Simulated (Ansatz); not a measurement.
## Decaying states in the gap of SrCaSeS

A new crystal, SrCaSeS: structure, gap and complex bands. It is built by putting Ca for part of the Sr in the Sr2SeS structure of space group R-3m, with the volume rescaled by atomic radii. The parent structure comes from the Materials Project.

Main program and level: Ansatz 0.2.0; PBE DFT, plane waves, PAW files, in the first sound run; inputs show where later runs differ.

The structure was built from a prototype and need not be the compound's stable phase.

## (1) Set-up

The structure is trigonal, space group R3m (No. 160). The conventional cell has a = 4.269 Å, b = 4.269 Å, c = 20.937 Å, α = 90.00°, β = 90.00°, γ = 120.00°. Sr has 3 S at 2.99 Å and 3 Se at 3.05 Å nearest. Ca has 3 S at 2.99 Å and 3 Se at 3.05 Å nearest. Nearest to Se lie 3 Ca at 3.05 Å and 3 Sr at 3.05 Å. Nearest to S lie 3 Sr at 2.99 Å and 3 Ca at 2.99 Å. It derives from Sr2SeS. Ca for part of the Sr in the Sr2SeS structure of space group R-3m. Farther neighbours and most contacts between anions are not listed.

## (2) Cell and atoms at rest

The substituted atoms don't fit the parent's cell, so cell and atoms relax together. A small smearing keeps the run stable in case the gap closes on the way.

Contents of input.yaml:

```yaml
crystal:
  lattice:
    - [2.1343428465, 1.232263417, 6.9789214946]
    - [-2.1343428465, 1.232263417, 6.9789214946]
    - [0.0, -2.464526834, 6.9789214946]
  atoms:
    - { symbol: Sr, position: [0.24718407, 0.24718407, 0.24718407] }
    - { symbol: Ca, position: [0.75281593, 0.75281593, 0.75281593] }
    - { symbol: Se, position: [0.0, 0.0, 0.0] }
    - { symbol: S, position: [0.5, 0.5, 0.5] }
kpoints:
  mp_grid: { grid: [6, 6, 6] }
scf:
  occupations: { method: gaussian, width: 0.03 }
hamiltonian:
  xc: pbe
output:
  forces: true
  stress: true
relax:
  f_tol: 0.02
  max_steps: 60
  cell: {}
```

Started as:

```sh
> ansatz run input.yaml --threads 2 --pin off --max-ram 4096MiB --backend cpu --events-out ev --progress --plain --runs-dir out
```

Numbers of over 12 decimals in the logs are rounded to 6 here.

Log:

```text
basis.fft_grid_basis auto: the FFT boxes are laid along the combinations [[1, 0, -1], [0, 1, -1], [0, 0, 1]] of the cell's own vectors, 4.269, 4.269 and 7.401 Å long. The dense box has 30×30×50 points. Along the cell's own vectors, as sized, it would have 50×50×50, 2.78 times as many. Of the 6 symmetry operations that the crystal satisfies within crystal.symmetry.tolerance (time reversal apart; of a slab, those that  [...]
Engine: ansatz 0.2.0, aarch64-unknown-linux-gnu
Pseudopotentials: kind: paw
Pseudopotential: Sr, paw, valence charge 10, recommended cutoff 420 eV (normal), Sr.paw.azcp
Pseudopotential: Ca, paw, valence charge 10, recommended cutoff 420 eV (normal), Ca.paw.azcp
Pseudopotential: Se, paw, valence charge 16, recommended cutoff 420 eV (normal), Se.paw.azcp
Pseudopotential: S, paw, valence charge 6, recommended cutoff 420 eV (normal), S.paw.azcp
Functional definition: PBE
  parameter kappa = 0.804
  parameter beta = 0.066725
  exchange = pbe_x(kappa = kappa, mu = beta*pi^2/3)
  correlation = pbe_c(beta = beta)
Crystal: 4 atoms, lattice volume = 110.130 Å³
Basis set: ecut = 420 eV, 2135 PW (Γ), FFT grids on a1−a3, a2−a3, a3, exchange–correlation on 60×60×100 points (8 copies of the dense FFT grid, shifted against one another)
Bands: 26, of which v1, the nominal top of the filled ones, is band 21 counted from 1 (20 counted from 0)
Symmetry: 6 space group operations
Space group: R3m (ITA 160), of the structure as read, at distance tolerance 4.8e-5 Å
k-points: 32 of 216 (time reversal used)
Non-local potential: Sr, projectors of the file, l = 0: 3, l = 1: 2, l = 2: 2
Non-local potential: Ca, projectors of the file, l = 0: 3, l = 1: 2, l = 2: 2
Non-local potential: Se, projectors of the file, l = 0: 2, l = 1: 2, l = 2: 3, l = 3: 1
Non-local potential: S, projectors of the file, l = 0: 2, l = 1: 2, l = 2: 2
PAW form: soft (Blöchl's): semilocal exchange-correlation on the pseudo side does not see the compensation charge
PAW one-centre angular grid: Sr, 110 points (default); XC on 64 Gauss nodes
PAW one-centre angular grid: Ca, 110 points (default); XC on 64 Gauss nodes
PAW one-centre angular grid: Se, 590 points (default); XC on 64 Gauss nodes
PAW one-centre angular grid: S, 110 points (default); XC on 64 Gauss nodes
Initial density: superposition of atomic densities (neutral atoms: chi_scale 0, normalization atom), corrected by the library's trained network
Initial wavefunctions: pseudopotential atomic-orbital guess
Functional: x = pbe(κ = 0.804, μ = 0.219515), c = pbe(β = 0.066725)
SCF iter   1: F=—  HF=-11740.533477 eV  |F-HF|=—  |Δ(HF+E_count)|=         —  Δρ=5.62e-4  dr2=5.83e-4  ethr=1.77e-3  ⟨swp⟩=8.5  Hψ=5046  notcnv=0
preconditioner: auto → Resta (q_TF=auto, 2.323 Å⁻¹)  ε∞=3.0  [insulator: Δε(μ)=2.254 eV  Ē_g=11.618 eV  σ=0.030 eV  W_gap=1.00  n_scr=28 (ndim 8)  ℏωp=16.6 eV  f_vac=0.000  D(μ)=0.00/eV (n_scr^D=0)  ε∞_Penn≈3.0]
SCF iter   2: F=—  HF=-11740.534493 eV  |F-HF|=—  |Δ(HF+E_count)|=   1.02e-3  Δρ=3.21e-4  dr2=3.30e-4  ethr=1.39e-6  ⟨swp⟩=3.0  Hψ=1906  notcnv=0  defer=14
SCF iter   3: F=—  HF=-11740.534467 eV  |F-HF|=—  |Δ(HF+E_count)|=   2.63e-5  Δρ=1.42e-4  dr2=2.64e-5  ethr=7.86e-7  ⟨swp⟩=2.0  Hψ=1011  notcnv=0  defer=14
SCF iter   4: F=—  HF=-11740.534504 eV  |F-HF|=—  |Δ(HF+E_count)|=   3.65e-5  Δρ=6.06e-5  dr2=6.42e-6  ethr=6.29e-8  ⟨swp⟩=2.0  Hψ=1472  notcnv=0  defer=14
SCF iter   5: F=—  HF=-11740.534506 eV  |F-HF|=—  |Δ(HF+E_count)|=   2.84e-6  Δρ=2.37e-5  dr2=1.30e-6  ethr=1.53e-8  ⟨swp⟩=2.0  Hψ=1472  notcnv=0  defer=14
SCF iter   6: F=—  HF=-11740.534507 eV  |F-HF|=—  |Δ(HF+E_count)|=   2.51e-7  Δρ=9.67e-6  dr2=3.89e-7  ethr=3.08e-9  ⟨swp⟩=2.0  Hψ=1472  notcnv=0  defer=14
SCF iter   7: F=-11740.534507 eV  HF=-11740.534507 eV  |F-HF|=1.43e-8  |Δ(HF+E_count)|=   2.60e-8  Δρ=2.53e-6  dr2=2.66e-8  ethr=2.38e-10  ⟨swp⟩=3.0  Hψ=3284  notcnv=0
SCF 1 converged in 7 iterations: F = -11740.534507 eV  dr2 = 2.66e-8
  greatest PAW one-centre occupation: 1.000 electrons in one spin orbital (limit 2), on the Se atom at site 2 (counted from 0), in its partial waves of l = 2
relax step   1: F+E_penalty+E_count = -11740.53450659 eV  Δ(F+E_penalty+E_count) = +0.000e0 eV  max|allowed force component| = 6.385e-1 eV/Å  Δτ_max = 0.0000 Å  P = -0.533 GPa  Ω = 110.130 Å³  (7 SCF iters, dr2 threshold 1.00e-7 eV, accepted)
Crystal: 4 atoms, lattice volume = 108.408 Å³
Initial density: handed on by an earlier stage of this run
Initial wavefunctions: those handed on with the density
iter 1 solved again at ethr=3.29e-4 eV; its pass at ethr=3.10e-3 eV (dr2=1.38e-1 eV) is discarded
SCF iter   1: F=—  HF=-11740.587067 eV  |F-HF|=—  |Δ(HF+E_count)|=         —  Δρ=1.30e-2  dr2=1.39e-1  ethr=3.29e-4  ⟨swp⟩=1.2  Hψ=5200  notcnv=0
preconditioner: auto → Resta (q_TF=auto, 2.329 Å⁻¹)  ε∞=3.0  [insulator: Δε(μ)=2.149 eV  Ē_g=11.711 eV  σ=0.030 eV  W_gap=1.00  n_scr=28 (ndim 8)  ℏωp=16.7 eV  f_vac=0.000  D(μ)=0.00/eV (n_scr^D=0)  ε∞_Penn≈3.0]
SCF iter   2: F=—  HF=-11740.536629 eV  |F-HF|=—  |Δ(HF+E_count)|=   5.04e-2  Δρ=5.48e-3  dr2=2.47e-2  ethr=3.29e-4  ⟨swp⟩=2.7  Hψ=1292  notcnv=0
SCF iter   3: F=—  HF=-11740.528242 eV  |F-HF|=—  |Δ(HF+E_count)|=   8.39e-3  Δρ=7.22e-4  dr2=3.78e-4  ethr=5.89e-5  ⟨swp⟩=3.4  Hψ=1782  notcnv=0
SCF iter   4: F=—  HF=-11740.528638 eV  |F-HF|=—  |Δ(HF+E_count)|=   3.96e-4  Δρ=2.65e-4  dr2=7.37e-5  ethr=9.00e-7  ⟨swp⟩=2.0  Hψ=1589  notcnv=0
SCF iter   5: F=—  HF=-11740.528619 eV  |F-HF|=—  |Δ(HF+E_count)|=   1.98e-5  Δρ=7.90e-5  dr2=4.83e-6  ethr=1.75e-7  ⟨swp⟩=2.0  Hψ=1501  notcnv=0
SCF iter   6: F=—  HF=-11740.528619 eV  |F-HF|=—  |Δ(HF+E_count)|=   7.35e-7  Δρ=1.74e-5  dr2=5.12e-7  ethr=9.52e-10  ⟨swp⟩=5.4  Hψ=3219  notcnv=0
SCF iter   7: F=-11740.528620 eV  HF=-11740.528620 eV  |F-HF|=4.26e-8  |Δ(HF+E_count)|=   2.53e-7  Δρ=5.81e-6  dr2=4.78e-8  ethr=9.52e-10  ⟨swp⟩=4.7  Hψ=2638  notcnv=0
SCF 2 converged in 7 iterations: F = -11740.528620 eV  dr2 = 4.78e-8
relax step   2: F+E_penalty+E_count = -11740.52861958 eV  Δ(F+E_penalty+E_count) = +5.887e-3 eV  max|allowed force component| = 7.004e-1 eV/Å  Δτ_max = 0.1951 Å  P = -0.005 GPa  Ω = 108.408 Å³  energy of the carried Pulay correction = +5.182e-5 eV  (7 SCF iters, dr2 threshold 4.00e-7 eV, rejected (line search))
Crystal: 4 atoms, lattice volume = 108.819 Å³
iter 1 solved again at ethr=9.17e-5 eV; its pass at ethr=3.10e-3 eV (dr2=3.85e-2 eV) is discarded
SCF iter   1: F=—  HF=-11740.607789 eV  |F-HF|=—  |Δ(HF+E_count)|=         —  Δρ=6.98e-3  dr2=3.86e-2  ethr=9.17e-5  ⟨swp⟩=2.0  Hψ=4699  notcnv=0
preconditioner: auto → Resta (q_TF=auto, 2.328 Å⁻¹)  ε∞=3.0  [insulator: Δε(μ)=2.229 eV  Ē_g=11.789 eV  σ=0.030 eV  W_gap=1.00  n_scr=28 (ndim 8)  ℏωp=16.7 eV  f_vac=0.000  D(μ)=0.00/eV (n_scr^D=0)  ε∞_Penn≈3.0]
SCF iter   2: F=—  HF=-11740.593891 eV  |F-HF|=—  |Δ(HF+E_count)|=   1.39e-2  Δρ=2.92e-3  dr2=6.78e-3  ethr=9.17e-5  ⟨swp⟩=2.8  Hψ=1313  notcnv=0
SCF iter   3: F=—  HF=-11740.591732 eV  |F-HF|=—  |Δ(HF+E_count)|=   2.16e-3  Δρ=3.60e-4  dr2=8.19e-5  ethr=1.61e-5  ⟨swp⟩=2.8  Hψ=1703  notcnv=0
SCF iter   4: F=—  HF=-11740.591825 eV  |F-HF|=—  |Δ(HF+E_count)|=   9.33e-5  Δρ=1.06e-4  dr2=1.72e-5  ethr=1.95e-7  ⟨swp⟩=2.0  Hψ=1512  notcnv=0
SCF iter   5: F=—  HF=-11740.591823 eV  |F-HF|=—  |Δ(HF+E_count)|=   2.39e-6  Δρ=2.73e-5  dr2=7.48e-7  ethr=4.10e-8  ⟨swp⟩=2.0  Hψ=1503  notcnv=0
SCF iter   6: F=—  HF=-11740.591822 eV  |F-HF|=—  |Δ(HF+E_count)|=   1.26e-6  Δρ=7.70e-6  dr2=9.51e-8  ethr=1.78e-9  ⟨swp⟩=2.0  Hψ=1503  notcnv=0
SCF iter   7: F=—  HF=-11740.591822 eV  |F-HF|=—  |Δ(HF+E_count)|=   1.78e-8  Δρ=2.61e-6  dr2=9.99e-9  ethr=2.26e-10  ⟨swp⟩=2.0  Hψ=1503  notcnv=0
SCF iter   8: F=—  HF=-11740.591822 eV  |F-HF|=—  |Δ(HF+E_count)|=   1.02e-8  Δρ=7.40e-7  dr2=8.55e-10  ethr=2.38e-11  ⟨swp⟩=3.0  Hψ=1484  notcnv=0
SCF iter   9: F=-11740.591822 eV  HF=-11740.591822 eV  |F-HF|=2.55e-11  |Δ(HF+E_count)|=  8.40e-10  Δρ=1.71e-7  dr2=3.66e-11  ethr=1.00e-12  ⟨swp⟩=4.0  Hψ=3620  notcnv=0
SCF 3 converged in 9 iterations: F = -11740.591822 eV  dr2 = 3.66e-11
relax step   3: F+E_penalty+E_count = -11740.59182176 eV  Δ(F+E_penalty+E_count) = -5.732e-2 eV  max|allowed force component| = 6.083e-3 eV/Å  Δτ_max = 0.0940 Å  P = -0.212 GPa  Ω = 108.819 Å³  energy of the carried Pulay correction = +3.938e-5 eV  (9 SCF iters, accepted)
[...]
relax step   4: F+E_penalty+E_count = -11740.59242224 eV  Δ(F+E_penalty+E_count) = -6.005e-4 eV  max|allowed force component| = 9.997e-3 eV/Å  Δτ_max = 0.0017 Å  P = -0.049 GPa  Ω = 108.444 Å³  energy of the carried Pulay correction = +5.071e-5 eV  (5 SCF iters, dr2 threshold 2.24e-7 eV, accepted)
[...]
relax step   5: F+E_penalty+E_count = -11740.59246031 eV  Δ(F+E_penalty+E_count) = -3.807e-5 eV  max|allowed force component| = 2.980e-3 eV/Å  Δτ_max = 0.0011 Å  P = -0.008 GPa  Ω = 108.352 Å³  energy of the carried Pulay correction = +5.351e-5 eV  (5 SCF iters, dr2 threshold 1.44e-8 eV, accepted)
Initial wavefunctions: pseudopotential atomic-orbital guess (no wavefunctions were taken with the density)
iter 1 solved again at ethr=7.65e-7 eV; its pass at ethr=3.10e-3 eV (dr2=3.21e-4 eV) is discarded
SCF iter   1: F=—  HF=-11740.592450 eV  |F-HF|=—  |Δ(HF+E_count)|=         —  Δρ=9.91e-6  dr2=2.11e-8  ethr=7.65e-7  ⟨swp⟩=3.0  Hψ=7202  notcnv=0
eigensolver tolerance schedule: the retry pair's looser diagonalisation over-reported the residual by 15215.01 of it (diagonalisation noise at an unbounded share of the residual, at the tolerance the schedule requests for it); recorded, not acted on — ethr = c·dr2/N_el stays at c = 1.0e-1
preconditioner: auto → Resta (q_TF=auto, 2.330 Å⁻¹)  ε∞=3.0  [insulator: Δε(μ)=2.215 eV  Ē_g=11.756 eV  σ=0.030 eV  W_gap=1.00  n_scr=28 (ndim 8)  ℏωp=16.7 eV  f_vac=0.000  D(μ)=0.00/eV (n_scr^D=0)  ε∞_Penn≈3.0]
SCF iter   2: F=—  HF=-11740.592410 eV  |F-HF|=—  |Δ(HF+E_count)|=   3.98e-5  Δρ=5.11e-6  dr2=8.48e-9  ethr=5.03e-11  ⟨swp⟩=3.8  Hψ=2292  notcnv=0
SCF iter   3: F=—  HF=-11740.592410 eV  |F-HF|=—  |Δ(HF+E_count)|=   3.82e-9  Δρ=2.42e-6  dr2=1.24e-9  ethr=2.02e-11  ⟨swp⟩=2.0  Hψ=1078  notcnv=0
SCF iter   4: F=—  HF=-11740.592410 eV  |F-HF|=—  |Δ(HF+E_count)|=   1.86e-9  Δρ=2.74e-7  dr2=1.38e-10  ethr=2.94e-12  ⟨swp⟩=2.0  Hψ=1504  notcnv=0
SCF iter   5: F=-11740.592410 eV  HF=-11740.592410 eV  |F-HF|=3.64e-12  |Δ(HF+E_count)|=  7.28e-12  Δρ=1.07e-7  dr2=1.83e-11  ethr=1.00e-12  ⟨swp⟩=5.0  Hψ=3147  notcnv=0
SCF 6 converged in 5 iterations: F = -11740.592410 eV  dr2 = 1.83e-11
relax step   6: F+E_penalty+E_count = -11740.59240981 eV  Δ(F+E_penalty+E_count) = +5.050e-5 eV  max|allowed force component| = 2.974e-3 eV/Å  Δτ_max = 0.0000 Å  P = -0.008 GPa  Ω = 108.352 Å³  stress off target by 1.33e-2 GPa  SCF on the basis re-selected at this cell (its energy is not comparable with the rows above)  (5 SCF iters)
basis re-selected at this cell: Δ(F+E_penalty+E_count) = +5.050e-5 eV, ΔP = -0.000 GPa vs the last step (what re-selecting the basis moved, of the pressure what is left beyond the Pulay correction that the steps carried, after the strain that the cell walked since its last selection, with what the two solves' SCF thresholds leave and, on support functions, any second-order correction that the steps lacked; it is no m [...]
SCF converged after 5 iterations
Free energy (F): -11740.592410 eV
Harris-Foulkes:  -11740.592410 eV  (|F-HF|=3.64e-12)
Internal energy: -11740.592410 eV  (E = F + TS)
E sigma→0 (E₀):  -11740.592410 eV
Fermi energy:    7.411628 eV
--- Per-component energies (eV) ---
  E_band       = -617.090599
  E_kinetic    = 750.998762
  E_local      = -4308.668431  (includes V_loc(G=0)·N_el)
  E_nonlocal   = -303.112353
  E_hartree    = 1828.145415
  E_xc         = -514.740992
  E_vxc        = -522.599426  (∫ρ·V_xc dr)
  E_paw        = -6063.979840  (= ΣΔE_a)
  E_vpaw       = 110.000772  (= ΣTr[D̂ρ^β])
  E_aug_tail   = -0.000597  (compensation charges beyond the density's cutoff)
  E_ewald      = -3129.234373
  E_smearing   = -0.000000  (= −TS)
  E_closure    = 0.000000  (closes the sum)
  Σ components = -11740.592410   (vs F -11740.592410, Δ=0.00e0)
--- Forces (eV/Å), atoms counted from 1 ---
  atom   1  Sr     0.00000000    -0.00000000     0.00297431
  atom   2  Ca     0.00000000     0.00000000    -0.00116923
  atom   3  Se     0.00000000     0.00000000    -0.00161921
  atom   4  S      0.00000000    -0.00000000    -0.00018530
  max |Σ_I F_I| component: 5.63e-7 eV/Å
--- Stress (GPa, compression-positive) ---
       -0.005621       0.000000      -0.000000
        0.000000      -0.005621      -0.000000
       -0.000000      -0.000000      -0.013275
  P = ⅓ Tr σ = -0.0082 GPa (-0.082 kbar)
--- Relaxed structure (5 steps of the walk, 4 accepted, 1 SCFs on fresh bases) ---
  F+E_penalty+E_count = -11740.59240981 eV   max|allowed force component| = 2.974e-3 eV/Å   (the final SCF, on the basis selected at the relaxed cell)
  cell:  # Å, volume = 108.3522 Å³
    - [2.122331, 1.225328, 6.944183]
    - [-2.122331, 1.225328, 6.944183]
    - [2.7391446530981977e-18, -2.450656, 6.944183]
  atoms:
    - { symbol: Sr, position: [0.246892, 0.246892, 0.246892] }
    - { symbol: Ca, position: [0.752736, 0.752736, 0.752736] }
    - { symbol: Se, position: [0.00451306, 0.00451306, 0.00451306] }
    - { symbol: S, position: [0.495859, 0.495859, 0.495859] }
```

Wall time 22 s (2 threads of Arm Neoverse V2, shared host); peak memory 0.4 GiB; 43 s of CPU time.

Relaxation path:

```csv
step,energy less that of the first step (eV),largest force component (eV/Å),pressure (GPa),volume (Å³)
1,0.0000,0.6385,-0.53,110.13
2,0.0059,0.7004,-0.01,108.41
3,-0.0573,0.0061,-0.21,108.82
4,-0.0579,0.0100,-0.05,108.44
5,-0.0580,0.0030,-0.01,108.35
6*,-0.0579,0.0030,-0.01,108.35
```

Relaxation steps marked * repeat the geometry before them on a plane-wave basis chosen anew for their cell, so energy and pressure can jump there. Relaxation step 2 was tried and not accepted.

Forces are held to the 6 operations that the run works with; a distortion that breaks them can't arise in this run.

```csv
"conventional cell, symmetrised",before,after,change
a (Å),4.269,4.245,-0.6 %
b (Å),4.269,4.245,-0.6 %
c (Å),20.937,20.833,-0.5 %
volume (Å³/atom),27.53,27.09,-1.6 %
```

The atoms that moved most (Å, as changes of fractional coordinates times the final cell):

```csv
atom,dx,dy,dz,length
Se3,0.000,0.000,0.094,0.094
S4,0.000,0.000,-0.086,0.086
Sr1,0.000,0.000,-0.006,0.006
```

Final coordinates:

```cif
data_structure
_symmetry_space_group_name_H-M 'P 1'
_symmetry_Int_Tables_number 1
_cell_length_a 7.3639
_cell_length_b 7.3639
_cell_length_c 7.3639
_cell_angle_alpha 33.501
_cell_angle_beta 33.501
_cell_angle_gamma 33.501
_cell_volume 108.35
loop_
_atom_site_label
_atom_site_type_symbol
_atom_site_fract_x
_atom_site_fract_y
_atom_site_fract_z
_atom_site_occupancy
Sr1 Sr 0.24689 0.24689 0.24689 1
Ca2 Ca 0.75274 0.75274 0.75274 1
Se3 Se 0.00451 0.00451 0.00451 1
S4 S 0.49586 0.49586 0.49586 1
```

Numbers from this step:

```yaml
free_energy: -11740.5924 eV
fermi_energy: 7.412 eV
pressure: -0.008172 GPa
```

The largest force component on a free atom ends at 0.0030 eV/Å.

## (3) Band edges

The energy window and the wavevectors of the next steps follow from the band edges, so these are searched first, off the mesh as well.

Contents of input.yaml:

```yaml
crystal:
  lattice:
    - [2.1223305943, 1.2253281399, 6.9441833578]
    - [-2.1223305943, 1.2253281399, 6.9441833578]
    - [0.0, -2.4506562799, 6.9441833578]
  atoms:
    - { symbol: Sr, position: [0.2468916522, 0.2468916522, 0.2468916522] }
    - { symbol: Ca, position: [0.7527364557, 0.7527364557, 0.7527364557] }
    - { symbol: Se, position: [0.0045130578, 0.0045130578, 0.0045130578] }
    - { symbol: S, position: [0.4958588343, 0.4958588343, 0.4958588343] }
kpoints:
  mp_grid: { grid: [6, 6, 6] }
  band_path: { path: [VBM, CBM], npoints: 30 }
scf:
  occupations: { method: fixed }
hamiltonian:
  xc: pbe
output:
  eigenvalues: true
  write_potential: true
  write_density: true
  volumetric_format: npy
```

Log:

```text
[...]
Crystal: 4 atoms, lattice volume = 108.352 Å³
Basis set: ecut = 420 eV, 2123 PW (Γ), FFT grids on a1−a2, a2, −a2+a3
Bands: 26, of which v1, the nominal top of the filled ones, is band 21 counted from 1 (20 counted from 0)
Symmetry: 6 space group operations
[...]
k-points: 32 of 216 (time reversal used)
[...]
SCF iter   1: F=—  HF=-11740.591480 eV  |F-HF|=—  |Δ(HF+E_count)|=         —  Δρ=5.84e-4  dr2=5.87e-4  ethr=1.77e-3  ⟨swp⟩=5.3  Hψ=3861  notcnv=0  defer=84
[...]
SCF iter   6: F=-11740.592419 eV  HF=-11740.592419 eV  |F-HF|=1.95e-8  |Δ(HF+E_count)|=   1.49e-8  Δρ=6.25e-6  dr2=7.41e-8  ethr=2.38e-10  ⟨swp⟩=12.1  Hψ=5061  notcnv=0
SCF 1 converged in 6 iterations: F = -11740.592419 eV  dr2 = 7.41e-8
[...]
NSCF: frozen V_eff on 32 k-points
[...]
SCF converged after 6 iterations
Free energy (F): -11740.592419 eV
[...]
Internal energy: -11740.592419 eV  (E = F + TS)
E sigma→0 (E₀):  -11740.592419 eV
Fermi energy:    6.304384 eV
[...]
--- Band table (eV; the first three rows and the last of 32) ---
  k-point 0: bands = [... 17 lower, 5.0693, 6.2299, 6.3044, 6.3044, 9.5906, 10.2847, 10.2895, 10.2895, ... 1 higher]
  k-point 1: bands = [... 17 lower, 5.0814, 5.3776, 5.9505, 6.0756, 10.0196, 10.3126, 10.8306, 10.8552, ... 1 higher]
  k-point 2: bands = [... 17 lower, 4.6730, 5.0882, 5.4473, 5.7266, 9.7348, 10.4750, 11.3600, 11.6860, ... 1 higher]
  k-point 31: bands = [... 17 lower, 5.3130, 5.3130, 5.8982, 5.8982, 10.2415, 10.2907, 10.8751, 10.8751, ... 1 higher]
```

Wall time 16 s (2 threads); peak memory 0.36 GiB.

The column dr2 measures how far the density is from self-consistency, as an energy; F and HF (Harris–Foulkes) agree once it is small.

This step gave:

```
Fermi energy        : 6.304 eV
gap on the k-mesh   : 2.215 eV
gap on path         : 2.215 eV, by band count; negative where bands overlap
direct gap on path  : 2.877 eV
edge places on path : 0, 0.9063 1/A along the path
```

Electronic bands along the path, in eV, zero at the Fermi level (highest filled level under fixed occupations); v1 is the highest filled band, c1 the lowest empty one:

```csv
point,v4,v3,v2,v1,c1,c2,c3,c4
VBM,-1.24,-0.07,0.00,0.00,3.29,3.98,3.99,3.99
halfway,-1.31,-1.13,-0.70,-0.54,3.55,3.99,4.77,4.78
CBM,-1.26,-1.18,-0.74,-0.66,2.21,4.84,5.31,5.49
```

The searched edges give 2.21 eV, as on the mesh.

(Part 1 of 3 ends here.)

[Logs are printed without paths, hosts, clocks, repeated set-up lines and the standing remarks that a program may print on its own settings, such as how far it seeks lower states.]

[Hosts, paths, dates, database ids (printed as entryN), source tags and the programs' standing remarks are cut or masked in the printed files.]

[New means built here by substitution; the compound itself may be known and measured.]
